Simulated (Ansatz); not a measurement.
**A convergence test on Selenium (P3_121, 3 atoms a cell): wavefunction cutoff**

How far can the wavefunction cutoff be lowered for the gap of Selenium (P3_121, 3 atoms a cell)?

Program: Ansatz 0.2.0. Level of theory: DFT, PBE, plane waves, PAW; PAW set soft_1. Results are calculated unless marked as measured.

Report form: the programs' logs are mostly left out.

**1. The starting structure**

The structure is trigonal, space group P3_121 (No. 152). Conventional cell: a = 4.366 Å, b = 4.366 Å, c = 4.954 Å, α = 90.00°, β = 90.00°, γ = 120.00°. Se has 2 Se at 2.37 Å nearest.

As a file:

```cif
data_structure
_symmetry_space_group_name_H-M 'P3_121'
_symmetry_Int_Tables_number 152
_cell_length_a 4.3662
_cell_length_b 4.3662
_cell_length_c 4.9536
_cell_angle_alpha 90.000
_cell_angle_beta 90.000
_cell_angle_gamma 120.000
_cell_volume 81.78
loop_
_atom_site_label
_atom_site_type_symbol
_atom_site_symmetry_multiplicity
_atom_site_Wyckoff_symbol
_atom_site_fract_x
_atom_site_fract_y
_atom_site_fract_z
_atom_site_occupancy
Se1 Se 3 a 0.22540 0.00000 0.33333 1
```

The cell and positions come from the Crystallography Open Database and are kept as given unless a step says otherwise.

**2. Wavefunction cutoff: 190 eV**

The input, input.yaml:

```yaml
crystal:
  lattice:
    - [4.3662, 0.0, 0.0]
    - [-2.1831, 3.781240118, 0.0]
    - [0.0, 0.0, 4.9536]
  atoms:
    - { symbol: Se, position: [0.2254, 0.0, 0.3333333333] }
    - { symbol: Se, position: [0.0, 0.2254, 0.6666666667] }
    - { symbol: Se, position: [0.7746, 0.7746, 0.0] }
kpoints:
  mp_grid: { grid: [6, 6, 6] }
  band_path:
    path:
      - [0.0, 0.0, 0.0]
      - [0.5, 0.0, 0.0]
      - [0.33333333, 0.33333333, 0.0]
      - [0.0, 0.0, 0.5]
      - [0.5, 0.0, 0.5]
      - [0.33333333, 0.33333333, 0.5]
      - [0.349999997, 0.299999997, 0.5]
    npoints: 1
hamiltonian:
  xc: pbe
  pseudopotentials: { kind: paw, azcp: { folder: soft_1 } }
scf:
  occupations: { method: fermi_dirac, width: 0.02 }
  n_extra_bands: 5
  max_iter: 80
output:
  eigenvalues: true
  forces: true
  stress: true
  write_density: true
  write_potential: true
  elf: true
  volumetric_format: npy
basis:
  ecutwfc: 190.0
```

Command:

```console
> ansatz run input.yaml --threads 3 --pin off --max-ram 92160MiB --backend cuda --events-out ev --progress --plain --runs-dir out --devices 1 --max-vram 13GiB
```

It took 5.7 s on 1 × NVIDIA H100 80GB HBM3 (shared by 6 runs) with 3 threads of AMD EPYC 7R13 (Zen 3), shared host; peak memory 0.93 GiB.

This step gave:

| Quantity | Value |
| --- | --- |
| pressure | 2.275 GPa |
| gap | 0.9995 eV |
| valence top at | L |
| conduction bottom at | H |
| least direct gap | 1.183 eV |

The gap is indirect, with the least direct gap 0.18 eV higher.

**3. Wavefunction cutoff: 290 eV**

Edit input.yaml of step 2 so:

```diff
@@ -25,3 +25,3 @@
 scf:
-  occupations: { method: fermi_dirac, width: 0.02 }
+  occupations: { method: fixed }
   n_extra_bands: 5
@@ -32,7 +32,3 @@
   stress: true
-  write_density: true
-  write_potential: true
-  elf: true
-  volumetric_format: npy
 basis:
-  ecutwfc: 190.0
+  ecutwfc: 290.0
```

It took 7.4 s on 1 × NVIDIA H100 80GB HBM3 (shared by 6 runs) with 3 threads; peak memory 0.93 GiB.

Numbers from this step:

- pressure: 2.878 GPa
- gap: 1.019 eV
- valence top at: L
- conduction bottom at: H
- least direct gap: 1.208 eV

The gap is 1.019 eV, +0.019 eV from the run before at this level.

**4. Wavefunction cutoff: 420 eV (the default)**

input.yaml, the sections that differ from step 3:

```yaml
kpoints:
  mp_grid: { grid: [6, 6, 6] }
  band_path:
    path:
      - [[0.0, 0.0, 0.0], [0.5, 0.0, 0.0], [0.33333333, 0.33333333, 0.0], [0.0, 0.0, 0.0], [0.0, 0.0, 0.5], [0.5, 0.0, 0.5], [0.33333333, 0.33333333, 0.5], [0.0, 0.0, 0.5]]
      - [[0.5, 0.0, 0.5], [0.5, 0.0, 0.0]]
      - [[0.33333333, 0.33333333, 0.5], [0.33333333, 0.33333333, 0.0]]
    npoints: 10
scf:
  occupations: { method: fermi_dirac, width: 0.02 }
  n_extra_bands: 5
output:
  eigenvalues: true
  forces: true
  stress: true
  write_density: true
  write_potential: true
  elf: true
  volumetric_format: npy
# crystal, hamiltonian: as in step 3
# basis: removed
```

Elapsed: 7.8 s, on 1 × NVIDIA H100 80GB HBM3 (shared by 6 runs) with 3 threads; peak memory 0.97 GiB.

Numbers from this step:

```yaml
pressure: 2.776 GPa
gap: 1.022 eV
valence_top_at: L
conduction_bottom_at: H
least_direct_gap: 1.211 eV
```

The gap is 1.022 eV, +0.003 eV from the run before at this level.

**5. Wavefunction cutoff: 630 eV**

input.yaml, the sections that differ from step 4:

```yaml
kpoints:
  mp_grid: { grid: [6, 6, 6] }
  band_path:
    path:
      - [0.0, 0.0, 0.0]
      - [0.5, 0.0, 0.0]
      - [0.33333333, 0.33333333, 0.0]
      - [0.0, 0.0, 0.5]
      - [0.5, 0.0, 0.5]
      - [0.33333333, 0.33333333, 0.5]
      - [0.349999997, 0.299999997, 0.5]
    npoints: 1
scf:
  occupations: { method: fixed }
  n_extra_bands: 5
  max_iter: 80
output:
  eigenvalues: true
  forces: true
  stress: true
basis:
  ecutwfc: 630.0
# crystal, hamiltonian: as in step 4
```

The job ended after 7.6 s (1 × NVIDIA H100 80GB HBM3 (shared by 6 runs) with 3 threads; peak memory 0.93 GiB; 10 s of CPU time).

Numbers from this step:

* pressure: 2.772 GPa
* gap: 1.022 eV
* valence top at: L
* conduction bottom at: H
* least direct gap: 1.212 eV

The gap is 1.022 eV, as in the run before at this level.

**6. The series**

Differences are against the last row; a negative gap means that bands overlap, and a run with a band path holds that path's time. Times are wall times on 1 × NVIDIA H100 80GB HBM3 (shared by 6 runs) with 3 threads of AMD EPYC 7R13 (Zen 3), shared host, good to a factor of about two.

```tsv
wavefunction cutoff	gap (eV)	direct gap (eV)	gap error (eV)	energy error (meV/atom)	irreducible k	time
190 eV	1.000	1.183	−0.023	+4762.3	34	5.7 s
290 eV	1.019	1.208	−0.003	+64.9	34	7.4 s
420 eV	1.022	1.211	−0.0001	+0.5	34	7.8 s
630 eV	1.022	1.212	+0.000	+0.0	34	7.6 s
```

**7. Results**

- 190 eV: 1.000 eV
- 290 eV: 1.019 eV
- 420 eV: 1.022 eV
- 630 eV: 1.022 eV

The gap holds to 0.02 eV from 290 eV on. At 190 eV the gap is off by −0.023 eV and the energy by +4762 meV/atom.

[Paths, hosts, dates, memory and timing lines, banners, echoed tables and standing remarks are left out of the program output.]

[Logs are printed without paths, hosts, clocks, repeated set-up lines and the standing remarks that a program may print on its own settings, such as how far it seeks lower states.]

[Runs of the session that timed out or met a known fault of the program may be left out.]

[Cells called generated may have been cut or substituted from an entry of the Crystallography Open Database or the Materials Project.]

[Hosts, paths, dates, database ids (printed as entryN), source tags and the programs' standing remarks are cut or masked in the printed files.]
